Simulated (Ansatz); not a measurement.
# Which magnetic ion is it?

A crystal has the composition Ba3M2O8, where M is a 3d element. A calculation (PBEsol+U, spin-orbit coupling in second variation, Ansatz) gives:

* S: 1
* g, averaged over the cell's ions: ⊥ 1.9781, ∥ 1.9799
* D, with anisotropic exchange: +0.864 cm⁻¹ (+25.9 GHz)
* moment in its sphere: 1.57 μB

Q: Name the magnetic ion and its oxidation state.

The crystal is Ba3Mn2O8, space group R-3m. The spin sits on Mn, with 4 O at 1.67 to 1.71 Å round it. With the usual charges of the other elements M must be +5. The high-spin ion of that charge with S = 1 in this row is Mn⁵⁺ d². Low-spin ions are left aside. The shift is negative: in a shell less than half full the orbital moment opposes the spin.

[Hosts, paths, dates, database ids (printed as entryN), source tags and the programs' standing remarks are cut or masked in the printed files.]
